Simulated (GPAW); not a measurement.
# Magnetic state of 1 ML Cr on Mo(110), 2 substrate layers from several starts, part 2 of 2

A self-consistent run ends on one state, which hangs on the start. Several orders of 1 ML Cr on Mo(110), 2 substrate layers are started in GPAW and their energies compared.

GPAW 26.7.0; revPBE; plane waves with GPAW's PAW setups, scalar-relativistic.

So far, largest spin moment in the augmentation sphere (μB): step 2 (order 1, typed as ferro +) 2.48; step 3 (run 2 (antiferro q=(0,1/2,0) +-)) 2.82.

## 4. Order 3, typed as antiferro q=(1/2,1/2,0) +-

An opposed order shows whether the pairs that it reverses prefer unlike signs.

The cell is doubled to 6 atoms to hold this order. Its mesh is chosen so that both cells sample the same points.

File order3.py:

```python
import json
import numpy as np
from ase import Atoms
from ase.parallel import paropen, parprint
from gpaw import GPAW

atoms = Atoms(['Mo', 'Mo', 'Mo', 'Mo', 'Cr', 'Cr'],
    cell=[[3.14683, -4.45029, 0.0],
         [3.14683, 0.0, 0.0],
         [0.0, 0.0, 18.348301]],
    scaled_positions=[[0.0, 0.0, 0.381507],
         [0.5, 0.0, 0.381507],
         [0.0, 0.5, 0.502779],
         [0.5, 0.5, 0.502779],
         [0.0, 0.0, 0.618493],
         [0.5, 0.0, 0.618493]],
    pbc=True,
    magmoms=[0.0, 0.0, 0.0, 0.0, 2.5, -2.5])
atoms.calc = GPAW(mode={'name': 'pw', 'ecut': 550},
    xc='revPBE',
    kpts={'size': (5, 10, 1), 'gamma': True},
    occupations={'name': 'fermi-dirac', 'width': 0.1},
    convergence={'density': 1e-05, 'energy': 1e-05},
    maxiter=200,
    symmetry={'tolerance': 1e-4},
    txt='order3.txt')
e = atoms.get_potential_energy(force_consistent=True)
res = {'free_energy': e, 'energy_sigma0': atoms.get_potential_energy(), 'fermi_energy': atoms.calc.get_fermi_level()}
res['moments'] = atoms.get_magnetic_moments().tolist()
res['total'] = atoms.get_magnetic_moment()
parprint('site moments (muB):', np.round(res['moments'], 3))
parprint(f"total moment: {res['total']:.3f} muB")
parprint(f'free energy: {e:.6f} eV')
atoms.calc.write('order3.gpw')
with paropen('results.json', 'w') as f:
    json.dump(res, f)
```

Started as:

```console
OMP_NUM_THREADS=1 mpirun -n 2 gpaw python order3.py > order3.log
```

Log:

```text
site moments (muB): [ 0.103 -0.103 -0.318  0.318  2.822 -2.822]
total moment: 0.000 muB
free energy: -56.523421 eV

--- order3.txt ---
Input parameters:
  mode=PW(ecut=550),
  convergence={'density': 1e-05, 'energy': 1e-05},
  kpts=MonkhorstPack(size=(5, 10, 1), gamma=True),
  maxiter=200,
  occupations=Occupations(name='fermi-dirac', width=0.1),
  symmetry=Symmetry(tolerance=0.0001),
  xc=XC(name='revPBE')

[...]
|         28 |         0.509 |     1.000 |         0.509 |     1.000 |
[...]
|         38 |         3.052 |     0.000 |         3.052 |     0.000 |
|         39 |         3.254 |     0.000 |         3.254 |     0.000 |
|         40 |         3.399 |     0.000 |         3.399 |     0.000 |
|        ... |               |           |               |           |
|         44 |         4.184 |     0.000 |         4.184 |     0.000 |

No gap
No difference between direct/indirect transitions

[key lines of the parts left out:]
Free energy:     -56.523421
Converged in 32 steps
dipole moment: (-69.827666, 44.008456, 0.039843)  # |e|*Ang
Fermi level: 1.581
```

Wall time 9 min (2 MPI ranks of Arm Neoverse V1, shared host); peak memory 0.95 GiB.

Spin moment in the augmentation sphere by atom:

```csv
atom,spin moment in the augmentation sphere (μB)
Mo1,0.10
Mo2,-0.10
Mo3,-0.32
Mo4,0.32
Cr5,2.82
Cr6,-2.82
```

This step gave:

* magnetization: 0 μB
* final state: antiferromagnetic

It lies 380 meV a seeded atom under the first start, and its largest moment is 2.82 μB against 2.48 μB.

## 5. Start 4: no spin polarisation

Without spin polarisation no moment can form, so the difference from the other runs is what forming moments gains.

File nospin.py:

```python
import json
import numpy as np
from ase import Atoms
from ase.parallel import paropen, parprint
from gpaw import GPAW

atoms = Atoms(['Mo', 'Mo', 'Cr'],
    cell=[[1.573415, -2.225145, 0.0],
         [1.573415, 2.225145, 0.0],
         [0.0, 0.0, 18.348301]],
    scaled_positions=[[0.0, 0.0, 0.381507],
         [0.5, 0.5, 0.502779],
         [0.0, 0.0, 0.618493]],
    pbc=True)
atoms.calc = GPAW(mode={'name': 'pw', 'ecut': 550},
    xc='revPBE',
    kpts={'size': (10, 10, 1), 'gamma': True},
    occupations={'name': 'fermi-dirac', 'width': 0.1},
    convergence={'density': 1e-05, 'energy': 1e-05},
    maxiter=200,
    symmetry={'tolerance': 1e-4},
    txt='nospin.txt')
e = atoms.get_potential_energy(force_consistent=True)
res = {'free_energy': e, 'energy_sigma0': atoms.get_potential_energy(), 'fermi_energy': atoms.calc.get_fermi_level()}
parprint(f'free energy: {e:.6f} eV')
atoms.calc.write('nospin.gpw')
with paropen('results.json', 'w') as f:
    json.dump(res, f)
```

Started as:

```console
OMP_NUM_THREADS=1 mpirun -n 2 gpaw python nospin.py > nospin.log
```

Log:

```text
free energy: -27.808351 eV

--- nospin.txt ---
Input parameters:
  mode=PW(ecut=550),
  convergence={'density': 1e-05, 'energy': 1e-05},
  kpts=MonkhorstPack(size=(10, 10, 1), gamma=True),
  maxiter=200,
  occupations=Occupations(name='fermi-dirac', width=0.1),
  symmetry=Symmetry(tolerance=0.0001),
  xc=XC(name='revPBE')

Diagonalizing LCAO Hamiltonian
Converting LCAO to pw mode

       Cr

           Mo

       Mo

[...]
|          0 |       -59.779 |     2.000 |
|        ... |               |           |
|         10 |        -2.796 |     2.000 |
|         11 |        -1.379 |     2.000 |
|         12 |        -0.338 |     2.000 |
|         13 |         0.144 |     2.000 |
[...]
|         21 |         2.558 |     0.000 |
|         22 |         2.869 |     0.000 |
|         23 |         3.133 |     0.000 |
|         24 |         3.343 |     0.000 |

No gap
No difference between direct/indirect transitions

[key lines of the parts left out:]
Free energy:     -27.808351
Converged in 18 steps
dipole moment: (-19.441669, 0.000000, 0.013234)  # |e|*Ang
Fermi level: 1.441
```

Elapsed: 36 s, on 2 MPI ranks; peak memory 0.45 GiB; 73 s of CPU time.

Numbers from this step:

| Quantity | Value |
| --- | --- |
| final state | non-magnetic (no spin polarisation) |

It lies 72.9 meV a seeded atom over the first start.

## 6. A faulty input

An input with a fault is tried, to see how the program answers.

File run.py:

```python
import json
import numpy as np
from ase import Atoms
from ase.parallel import paropen, parprint
from gpaw import GPAW

atoms = Atoms(['Mo', 'Mo', 'Cr'],
    cell=[[1.573415, -2.225145, 0.0],
         [1.573415, 2.225145, 0.0],
         [0.0, 0.0, 18.348301]],
    scaled_positions=[[0.0, 0.0, 0.381507],
         [0.5, 0.5, 0.502779],
         [0.0, 0.0, 0.618493]],
    pbc=True,
    magmoms=[0.0, 0.0, 2.5])
atoms.calc = GPAW(mode={'name': 'pw', 'ecut': 150},
    xc='revPBE',
    kpts={'size': (10, 10, 1), 'gamma': True},
    occupations={'name': 'fermi-dirac', 'width': 0.1},
    convergence={'density': 1e-05, 'energy': 1e-05},
    maxiter=100,
    symmetry={'tolerance': 1e-4},
    txt='run.txt')
e = atoms.get_potential_energy(force_consistent=True)
res = {'free_energy': e, 'energy_sigma0': atoms.get_potential_energy(), 'fermi_energy': atoms.calc.get_fermi_level()}
res['moments'] = atoms.get_magnetic_moments().tolist()
res['total'] = atoms.get_magnetic_moment()
parprint('site moments (muB):', np.round(res['moments'], 3))
parprint(f"total moment: {res['total']:.3f} muB")
parprint(f'free energy: {e:.6f} eV')
atoms.calc.write('run.gpw')
with paropen('results.json', 'w') as f:
    json.dump(res, f)
```

Started as:

```console
OMP_NUM_THREADS=1 mpirun -n 2 gpaw python run.py > run.log
```

Log:

```text
site moments (muB): [ 0.076 -0.277  3.01 ]
total moment: 3.355 muB
free energy: -20.024571 eV

--- run.txt ---
Input parameters:
  mode=PW(ecut=150),
  convergence={'density': 1e-05, 'energy': 1e-05},
  kpts=MonkhorstPack(size=(10, 10, 1), gamma=True),
  maxiter=100,
  occupations=Occupations(name='fermi-dirac', width=0.1),
  symmetry=Symmetry(tolerance=0.0001),
  xc=XC(name='revPBE')

Diagonalizing LCAO Hamiltonian
Converting LCAO to pw mode

       Cr

           Mo

       Mo

Atoms  # Å, Bohr magnetons
|   | symbol |        x |        y |         z |    initial magnetic moments |
|---|--------|----------|----------|-----------|-----------------------------|
| 0 |     Mo | 0.000000 | 0.000000 |  7.000005 | ( 0.0000,  0.0000,  0.0000) |
| 1 |     Mo | 1.573415 | 0.000000 |  9.225140 | ( 0.0000,  0.0000,  0.0000) |
| 2 |     Cr | 0.000000 | 0.000000 | 11.348296 | ( 0.0000,  0.0000,  2.5000) |

Number of symmetries: 4

BZ-sampling:
  Number of BZ points: 100
  Number of IBZ points: 31

  Monkhorst-Pack size: [10, 10, 1]
  Monkhorst-Pack shift: [0.05, 0.05, 0.0]

Plane wave coefficients: 545
Cutoff: 150.0 eV

Spin-components: 2 (collinear spins)
Bands:           26
Projectors:      18
Spin-degeneracy: 1
Datatype:        complex128

Parallelization:
  kpt:    2
  domain: 1
  band:   1

Density:
  Valence electrons: 34.0
  Components: 2
  Grid points: [ 8  8 54]
  Charge: 0.0  # |e|

Potential:
  Grid points: [ 8  8 54]

[... setups left out ...]
Reference energy: -248865.021045  # eV

convergence criteria:
- Maximum integral of absolute [dens]ity change: 1e-05 electrons / valence electron
- Maximum [total energy] change in last 3 cyles: 1e-05 eV / valence electron
- Maximum integral of absolute [eigenst]ate change: 4e-08 eV^2 / valence electron
maximum number of iterations: 100

SCF iterations
|iter     |      energy | eigst |  dens |  magmom |
|---------|-------------|-------|-------|---------|
|iter:   1|       0s |  -27.470761 | -0.46 |       |  +2.4888|
|iter:   2|       1s |  -43.212662 | -0.22 | -0.58 |  +2.4473|
|iter:   3|       2s |  -22.116727 | -0.97 | -0.41 |  +2.4410|
|iter:   4|       3s |  -22.349996 | -1.85 | -0.83 |  +2.4264|
|iter:   5|       4s |  -20.165803 | -1.56 | -0.78 |  +2.3359|
|iter:   6|       4s |  -19.816796 | -1.80 | -1.11 |  +2.2581|
|iter:   7|       5s |  -19.816942 | -3.34 | -1.33 |  +2.2279|
|iter:   8|       6s |  -19.861677 | -2.59 | -1.36 |  +2.1473|
|iter:   9|       7s |  -19.833891 | -3.02 | -1.37 |  +2.1602|
[...]
|iter:  18|      16s |  -19.962639 | -4.16 | -2.33 |  +3.2887|
|iter:  19|      17s |  -19.963957 | -4.52 | -2.73 |  +3.3379|
|iter:  20|      18s |  -19.963671 | -4.71 | -2.54 |  +3.3762|
|iter:  21|      19s |  -19.963267 | -5.49 | -2.95 |  +3.3415|
|iter:  22|      20s |  -19.963380 | -6.28 | -3.50 |  +3.3574|
|iter:  23|      20s |  -19.963364c| -7.31 | -3.80 |  +3.3569|
|iter:  24|      21s |  -19.963354c| -7.77c| -4.01 |  +3.3554|
|iter:  25|      22s |  -19.963352c| -7.65c| -4.24 |  +3.3552|
|iter:  26|      22s |  -19.963348c| -7.97c| -4.82 |  +3.3551|
|iter:  27|      23s |  -19.963349c| -8.40c| -5.08c|  +3.3550|

Converged in 27 steps
Energy contributions relative to reference atoms: (reference = -248865.021045)

Energy contributions:
  Kinetic:         -19.603564
  Coulomb:           9.418718
  Zero:              1.033871
  External:          0.000000
  Xc:              -10.751150
  Entropy:          -0.122445
  Spinorbit:         0.000000
  ----------------------------
  Free energy:     -20.024571
  Extrapolated:    -19.963349

dipole moment: (-19.498026, 0.000000, 0.058672)  # |e|*Ang

Total magnetic moment: (0.000000, 0.000000, 3.354997)

Local magnetic moments
|        x |        y |         z |
|----------|----------|-----------|
| 0.000000 | 0.000000 |  0.075629 |  # Mo   0
| 0.000000 | 0.000000 | -0.276996 |  # Mo   1
| 0.000000 | 0.000000 |  3.009615 |  # Cr   2

Fermi level: 1.822
Eigenvalues  # (at kpt = [0.000, 0.000, 0.000])
| band index |      eig [eV] | occ [0-1] |      eig [eV] | occ [0-1] |
|------------|---------------|-----------|---------------|-----------|
|          0 |       -59.359 |     1.000 |       -59.485 |     1.000 |
|        ... |               |           |               |           |
|         10 |        -2.884 |     1.000 |        -2.241 |     1.000 |
|         11 |        -1.086 |     1.000 |        -1.072 |     1.000 |
|         12 |        -0.440 |     1.000 |         0.009 |     1.000 |
|         13 |         0.014 |     1.000 |         0.484 |     1.000 |
|         14 |         0.248 |     1.000 |         1.567 |     0.928 |
|         15 |         0.431 |     1.000 |         1.611 |     0.892 |
|         16 |         0.658 |     1.000 |         2.261 |     0.012 |
[...]
|         21 |         2.559 |     0.001 |         3.653 |     0.000 |
|         22 |         3.390 |     0.000 |         3.868 |     0.000 |
|         23 |         3.498 |     0.000 |         4.061 |     0.000 |
|         24 |         3.837 |     0.000 |         4.344 |     0.000 |
|         25 |         4.146 |     0.000 |         4.589 |     0.000 |

No gap
No difference between direct/indirect transitions
```

Run time: 27 s. Hardware: 2 MPI ranks; peak memory 0.32 GiB; 54 s of CPU time.

The run converged, but its input is faulty, so its numbers are not to be trusted.

The fault in the input: a cutoff far too low.

The largest moment is 3.01 μB against 2.48 μB in the first run, and the free energy lies +7.86 eV from it.

So small a basis of waves describes the states badly; the cutoff must rise until moments and differences stand still.

## 7. Energies of the orders

Energies are divided by the number of seeded atoms, so that cells of unlike size compare. Wavevectors q in the names are fractions of the reciprocal vectors of the first run's cell.

Orders:

```csv
start,final state,typed order kept,energy over the lowest (meV a seeded atom),largest site moment (μB),net moment (μB a primitive cell),mesh matched,CPU time (s)
ferro +,ferromagnetic,yes,380.4,2.481,2.732,yes,293.2
"antiferro q=(0,1/2,0) +-",antiferromagnetic,yes,157,2.822,0,yes,873.9
"antiferro q=(1/2,1/2,0) +-",antiferromagnetic,yes,0,2.822,0,yes,1074
no spin polarisation,non-magnetic,-,453.4,0,0,yes,72.62
```

## 8. Outcome

| Item | Value |
| --- | --- |
| lowest state found | antiferromagnetic (typed antiferro q=(1/2,1/2,0) +-) |
| largest site moment | 2.82 μB |
| next state | antiferromagnetic, 157 meV a seeded atom higher |
| energy gained by spin polarisation | 453 meV a seeded atom |

In words: The lowest state found is antiferromagnetic, reached from the start antiferro q=(1/2,1/2,0) +-, with moments up to 2.82 μB. The next state costs 157 meV a seeded atom. This is the lowest of 4 finished starts, no proof of the ground state.

[Long decimals in the printed logs are rounded to 6 places.]

[Logs and program files are shortened in this print: banners, set-up blocks, solver, clock and traceback lines can be left out without a mark of their own.]

[Logs are printed without paths, hosts, clocks, repeated set-up lines and the standing remarks that a program may print on its own settings, such as how far it seeks lower states.]

[Hosts, paths, dates, database ids (printed as entryN), source tags and the programs' standing remarks are cut or masked in the printed files.]

[Where the starting crystal was built by hand or by swapping elements, it need not be the compound's stable phase.]

[Where a cell is said to come from a database of computed structures, the database is the Materials Project.]

[Runs that the program refused, that were killed for memory or that had too few empty states are not shown or counted.]

[Lattice constants of own cells that a recipe calls measured were typed without a cited source.]
